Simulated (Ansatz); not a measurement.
## CaSnSe3 (model cell, started as cubic perovskite with Sn in the octahedra): relaxing the cell for a phonon run

Aim: bring CaSnSe3 (model cell, started as cubic perovskite with Sn in the octahedra) to small forces and stress, as phonons need.

Calculated with Ansatz 0.2.0; DFT PBEsol, scalar-relativistic, plane waves, PAW; PAW set soft_1.

The structure was built from a prototype and need not be the compound's stable phase.

**1. Starting point**

The structure is cubic, space group Pm-3m (No. 221). Conventional cell: a = 5.233 Å, b = 5.233 Å, c = 5.233 Å, α = 90.00°, β = 90.00°, γ = 90.00°. Nearest to Ca lie 12 Se at 3.70 Å. Nearest to Sn lie 6 Se at 2.62 Å. Nearest to Se lie 2 Sn at 2.62 Å and 4 Ca at 3.70 Å. Farther neighbours and most contacts between anions are not listed.

**2. A coarse first look**

A quick single point on a coarse mesh tells whether the cell has a gap and how far it is from rest, which sets the k mesh and smearing that follow.

Input file input.yaml:

```yaml
crystal:
  lattice:
    - [5.2332, 0.0, 0.0]
    - [0.0, 5.2332, 0.0]
    - [0.0, 0.0, 5.2332]
  atoms:
    - { symbol: Ca, position: [0.0, 0.0, 0.0] }
    - { symbol: Sn, position: [0.5, 0.5, 0.5] }
    - { symbol: Se, position: [0.5, 0.5, 0.0] }
    - { symbol: Se, position: [0.5, 0.0, 0.5] }
    - { symbol: Se, position: [0.0, 0.5, 0.5] }
kpoints:
  mp_grid: { grid: [4, 4, 4] }
hamiltonian:
  xc: pbesol
  pseudopotentials: { kind: paw, azcp: { folder: soft_1 }, xc_functional: pbe }
scf:
  occupations: { method: gaussian, width: 0.1 }
output:
  forces: true
  stress: true
  eigenvalues: true
```

Launch:

```bash
$ ansatz run input.yaml --threads 4 --pin off --max-ram 16384MiB --backend cpu --events-out ev --progress --plain --runs-dir out
```

Numbers of over 12 decimals in the logs are rounded to 6 here.

Output:

```text
Engine: ansatz 0.2.0, aarch64-unknown-linux-gnu
Pseudopotentials: kind: paw
Pseudopotential: Ca, paw, valence charge 10, recommended cutoff 420 eV (normal), soft_1/Ca.paw.azcp
Pseudopotential: Sn, paw, valence charge 14, recommended cutoff 420 eV (normal), soft_1/Sn.paw.azcp
Pseudopotential: Se, paw, valence charge 16, recommended cutoff 420 eV (normal), soft_1/Se.paw.azcp
Functional definition: PBEsol
[...]
k-point 0: bands = [... 32 lower, 5.9110, 5.9110, 6.0451, 6.0451, 6.0451, 8.2631, 9.1534, 9.1534, ... 4 higher]
  k-point 1: bands = [... 32 lower, 5.5424, 5.5554, 5.9530, 5.9530, 6.0500, 9.3458, 9.5025, 9.5672, ... 4 higher]
  k-point 2: bands = [... 32 lower, 5.1681, 5.2746, 5.9032, 5.9032, 8.1475, 9.2473, 9.6582, 10.2374, ... 4 higher]
  k-point 9: bands = [... 32 lower, 6.0423, 7.1658, 7.1658, 7.1658, 8.4748, 9.0429, 9.0429, 9.0429, ... 4 higher]
[key lines of the parts left out:]
SCF converged after 9 iterations
Free energy (F): -24018.821335 eV
Fermi energy:    6.559400 eV
P = ⅓ Tr σ = -0.3419 GPa (-3.419 kbar)
```

Elapsed: 1.3 s, on 4 threads of Arm Neoverse V2, shared host; peak memory 0.47 GiB; 4.5 s of CPU time.

Numbers from this step:

- pressure: -0.3419 GPa
- volume per atom: 28.66 Å³
- gap on the k-mesh: 0 eV

The coarse mesh shows no gap and a pressure of -0.3 GPa.

**3. Relaxation**

Harmonic phonons are second derivatives at a point where the forces vanish, and they are wanted at zero stress, so atoms and cell are relaxed first.

Edit input.yaml of step 2 so:

```diff
@@ -12,3 +12,3 @@
 kpoints:
-  mp_grid: { grid: [4, 4, 4] }
+  mp_grid: { grid: [8, 8, 8] }
 hamiltonian:
@@ -22 +22,6 @@
   eigenvalues: true
+relax:
+  adjacent_minimum: "off"
+  f_tol: 0.005
+  max_steps: 80
+  cell: { stress_tol: 0.05 }
```

Output:

```text
[...]
Crystal: 5 atoms, lattice volume = 143.318 Å³
Basis set: ecut = 420 eV, 2801 PW (Γ), exchange–correlation on 72×72×72 points (8 copies of the dense FFT grid, shifted against one another)
Bands: 44, of which v1, the nominal top of the filled ones, is band 36 counted from 1 (35 counted from 0)
Symmetry: 48 space group operations
[...]
k-points: 35 of 512
[...]
SCF iter   1: F=—  HF=-24020.174294 eV  |F-HF|=—  |Δ(HF+E_count)|=         —  Δρ=4.34e-2  dr2=5.58e0  ethr=3.10e-3  ⟨swp⟩=9.1  Hψ=6974  notcnv=0
[...]
SCF iter  10: F=-24018.844051 eV  HF=-24018.844051 eV  |F-HF|=1.49e-8  |Δ(HF+E_count)|=   2.15e-7  Δρ=3.50e-6  dr2=1.54e-8  ethr=1.39e-10  ⟨swp⟩=12.1  Hψ=7918  notcnv=0
SCF 1 converged in 10 iterations: F = -24018.844051 eV  dr2 = 1.54e-8
[...]
relax step   1: F+E_penalty+E_count = -24018.84405118 eV  Δ(F+E_penalty+E_count) = +0.000e0 eV  max|allowed force component| = 5.788e-29 eV/Å  Δτ_max = 0.0000 Å  P = -0.692 GPa  Ω = 143.318 Å³  (10 SCF iters, dr2 threshold 1.00e-7 eV, accepted)
Crystal: 5 atoms, lattice volume = 140.971 Å³
Basis set: ecut = 420 eV, 2777 PW (Γ), exchange–correlation on 72×72×72 points (8 copies of the dense FFT grid, shifted against one another)
[...]
iter 1 solved again at ethr=1.94e-6 eV; its pass at ethr=3.10e-3 eV (dr2=1.40e-3 eV) is discarded
[...]
SCF iter   4: F=-24018.848238 eV  HF=-24018.848238 eV  |F-HF|=1.07e-7  |Δ(HF+E_count)|=   1.05e-6  Δρ=9.77e-6  dr2=1.73e-7  ethr=6.94e-10  ⟨swp⟩=7.4  Hψ=6955  notcnv=0
SCF 2 converged in 4 iterations: F = -24018.848238 eV  dr2 = 1.73e-7
[...]
relax step   2: F+E_penalty+E_count = -24018.84823760 eV  Δ(F+E_penalty+E_count) = -4.186e-3 eV  max|allowed force component| = 1.449e-29 eV/Å  Δτ_max = 0.0000 Å  P = +0.149 GPa  Ω = 140.971 Å³  energy of the carried Pulay correction = +1.174e-4 eV  (4 SCF iters, dr2 threshold 5.00e-7 eV, accepted)
Crystal: 5 atoms, lattice volume = 141.382 Å³
[...]
SCF iter   4: F=-24018.848403 eV  HF=-24018.848403 eV  |F-HF|=1.39e-8  |Δ(HF+E_count)|=   4.98e-8  Δρ=1.91e-6  dr2=8.18e-9  ethr=7.74e-11  ⟨swp⟩=6.7  Hψ=6623  notcnv=0
SCF 3 converged in 4 iterations: F = -24018.848403 eV  dr2 = 8.18e-9
relax step   3: F+E_penalty+E_count = -24018.84840304 eV  Δ(F+E_penalty+E_count) = -1.654e-4 eV  max|allowed force component| = 4.665e-29 eV/Å  Δτ_max = 0.0000 Å  P = -0.004 GPa  Ω = 141.382 Å³  energy of the carried Pulay correction = +9.671e-5 eV  (4 SCF iters, dr2 threshold 5.57e-8 eV, accepted)
[...]
SCF iter   4: F=-24018.848304 eV  HF=-24018.848304 eV  |F-HF|=2.55e-11  |Δ(HF+E_count)|=  7.13e-10  Δρ=1.23e-7  dr2=2.25e-11  ethr=1.00e-12  ⟨swp⟩=6.0  Hψ=7285  notcnv=0
SCF 4 converged in 4 iterations: F = -24018.848304 eV  dr2 = 2.25e-11
[...]
relax step   4: F+E_penalty+E_count = -24018.84830430 eV  Δ(F+E_penalty+E_count) = +9.874e-5 eV  max|allowed force component| = 1.074e-28 eV/Å  Δτ_max = 0.0000 Å  P = -0.003 GPa  Ω = 141.382 Å³  stress off target by 3.46e-3 GPa  SCF on the basis re-selected at this cell (its energy is not comparable with the rows above)  (4 SCF iters)
basis re-selected at this cell: Δ(F+E_penalty+E_count) = +9.874e-5 eV, ΔP = +0.000 GPa vs the last step (what re-selecting the basis moved, of the pressure what is left beyond the Pulay correction that the steps carried, after the strain that the cell walked since its last selection, with what the two solves' SCF thresholds leave and, on support functions, any second-order correction that the steps lacked; it is no m [...]
SCF converged after 4 iterations
Free energy (F): -24018.848304 eV
[...]
Internal energy: -24018.833808 eV  (E = F + TS)
E sigma→0 (E₀):  -24018.841056 eV
Entropy (-TS):   -0.014496 eV (-2.899 meV/atom)
Fermi energy:    7.044730 eV
[...]
--- Stress (GPa, compression-positive) ---
       -0.003457       0.000000       0.000000
        0.000000      -0.003457      -0.000000
        0.000000      -0.000000      -0.003457
  P = ⅓ Tr σ = -0.0035 GPa (-0.035 kbar)
--- Band table (eV; the first three rows and the last of 35) ---
  k-point 0: bands = [... 32 lower, 6.0874, 6.0874, 6.2117, 6.2117, 6.2117, 8.4866, 9.3389, 9.3389, ... 4 higher]
  k-point 1: bands = [... 32 lower, 5.9851, 5.9851, 6.0674, 6.1690, 6.1690, 8.8533, 9.4260, 9.5279, ... 4 higher]
  k-point 2: bands = [... 32 lower, 5.7055, 5.7212, 6.1206, 6.1206, 6.1879, 9.5579, 9.7178, 9.7532, ... 4 higher]
  k-point 34: bands = [... 32 lower, 6.1795, 7.3757, 7.3757, 7.3757, 8.6620, 9.1792, 9.1792, 9.1792, ... 4 higher]
--- Relaxed structure (3 steps of the walk, 3 accepted, 1 SCFs on fresh bases) ---
  F+E_penalty+E_count = -24018.84830430 eV   max|allowed force component| = 1.074e-28 eV/Å   (the final SCF, on the basis selected at the relaxed cell)
  cell:  # Å, volume = 141.3824 Å³
    - [5.209529, 0, 0]
    - [0, 5.209529, 0.0]
    - [0, 0.0, 5.209529]
  atoms:
    - { symbol: Ca, position: [0, 0, 0] }
    - { symbol: Sn, position: [0.500000, 0.500000, 0.500000] }
    - { symbol: Se, position: [0.500000, 0.500000, 0] }
    - { symbol: Se, position: [0.500000, 0, 0.500000] }
    - { symbol: Se, position: [0, 0.500000, 0.500000] }
```

It took 12 s on 4 threads; peak memory 0.58 GiB.

Relaxation path:

```
step  energy less that of the first step (eV)  largest force component (eV/Å)  pressure (GPa)  volume (Å³)
   1                                   0.0000                          0.0000           -0.69       143.32
   2                                  -0.0042                          0.0000            0.15       140.97
   3                                  -0.0044                          0.0000            0.00       141.38
  4*                                  -0.0043                          0.0000            0.00       141.38
```

Relaxation steps marked * repeat the geometry before them on a plane-wave basis chosen anew for their cell, so energy and pressure can jump there.

Forces are held to the 48 operations that the run works with; a distortion that breaks them can't arise in this run.

```
conventional cell, symmetrised  before  after  change
                         a (Å)   5.233  5.210  -0.5 %
                         b (Å)   5.233  5.210  -0.5 %
                         c (Å)   5.233  5.210  -0.5 %
              volume (Å³/atom)   28.66  28.28  -1.4 %
```

This step gave:

* pressure: -0.003457 GPa
* volume per atom: 28.28 Å³

In this step the volume went from 28.66 to 28.28 Å³/atom.

**4. Tight relaxation**

Phonons need a cell at rest on their own settings, so the relaxation is repeated with tight tolerances on forces and stress on the k mesh and occupations of the first response run.

input.yaml, the sections that differ from step 3:

```yaml
crystal:
  lattice:
    - [5.2095291694, 0.0, 0.0]
    - [0.0, 5.2095291694, 0.0]
    - [0.0, 0.0, 5.2095291694]
  atoms:
    - { symbol: Ca, position: [0.0, 0.0, 0.0] }
    - { symbol: Sn, position: [0.5, 0.5, 0.5] }
    - { symbol: Se, position: [0.5, 0.5, 0.0] }
    - { symbol: Se, position: [0.5, 0.0, 0.5] }
    - { symbol: Se, position: [0.0, 0.5, 0.5] }
scf:
  occupations: { method: methfessel_paxton, width: 0.2 }
relax:
  adjacent_minimum: "off"
  f_tol: 0.001
  max_steps: 60
  cell: { stress_tol: 0.01 }
# kpoints, hamiltonian, output: as in step 3
```

Output:

```text
[...]
Crystal: 5 atoms, lattice volume = 141.382 Å³
Basis set: ecut = 420 eV, 2777 PW (Γ), exchange–correlation on 72×72×72 points (8 copies of the dense FFT grid, shifted against one another)
Bands: 44, of which v1, the nominal top of the filled ones, is band 36 counted from 1 (35 counted from 0)
[... 1 set-up line as in the run before ...]
[...]
k-points: 35 of 512
[...]
--- Relaxed structure (2 steps of the walk, 2 accepted, 1 SCFs on fresh bases) ---
[...]
cell:  # Å, volume = 141.3144 Å³
    - [5.208694, 0, 0]
    - [0, 5.208694, 0]
    - [0, 0, 5.208694]
  atoms:
    - { symbol: Ca, position: [0, 0, 0] }
    - { symbol: Sn, position: [0.500000, 0.500000, 0.500000] }
    - { symbol: Se, position: [0.500000, 0.500000, 0] }
    - { symbol: Se, position: [0.500000, 0, 0.500000] }
    - { symbol: Se, position: [0, 0.500000, 0.500000] }
[key lines of the parts left out:]
SCF converged after 6 iterations
Free energy (F): -24018.844990 eV
Fermi energy:    7.051500 eV
P = ⅓ Tr σ = 0.0051 GPa (0.051 kbar)
```

Wall time 9.6 s (4 threads); peak memory 0.58 GiB.

Little changed from the start: no atom moved by 0.005 Å and no cell edge by 0.1 %.

Numbers from this step:

```
pressure        : 0.005076 GPa
volume per atom : 28.26 Å³
```

The forces vanish by symmetry and the pressure is 0.005 GPa, within the tolerances set. The cell now holds 28.26 Å³/atom.

**5. Results**

| Quantity | Value |
| --- | --- |
| space group after relaxation (within 0.01 Å) | Pm-3m |
| lattice constant a | 5.209 Å |
| lattice constant b | 5.209 Å |
| lattice constant c | 5.209 Å |
| volume per atom | 28.3 Å³ |

The forces vanish by symmetry and the pressure is 0.005 GPa, within the tolerances set. The cell now holds 28.26 Å³/atom. The relaxation keeps the symmetry of its start, so it says nothing on stability against lower symmetry. Spin-orbit coupling is left out, which can matter for the heavy elements here. The PAW files were made for PBE and serve the other functionals too. The starting cell was built on a prototype and not taken from a measurement, so the phase need not exist.

[Logs are printed without paths, hosts, clocks, repeated set-up lines and the standing remarks that a program may print on its own settings, such as how far it seeks lower states.]

[Hosts, paths, dates, database ids (printed as entryN), source tags and the programs' standing remarks are cut or masked in the printed files.]
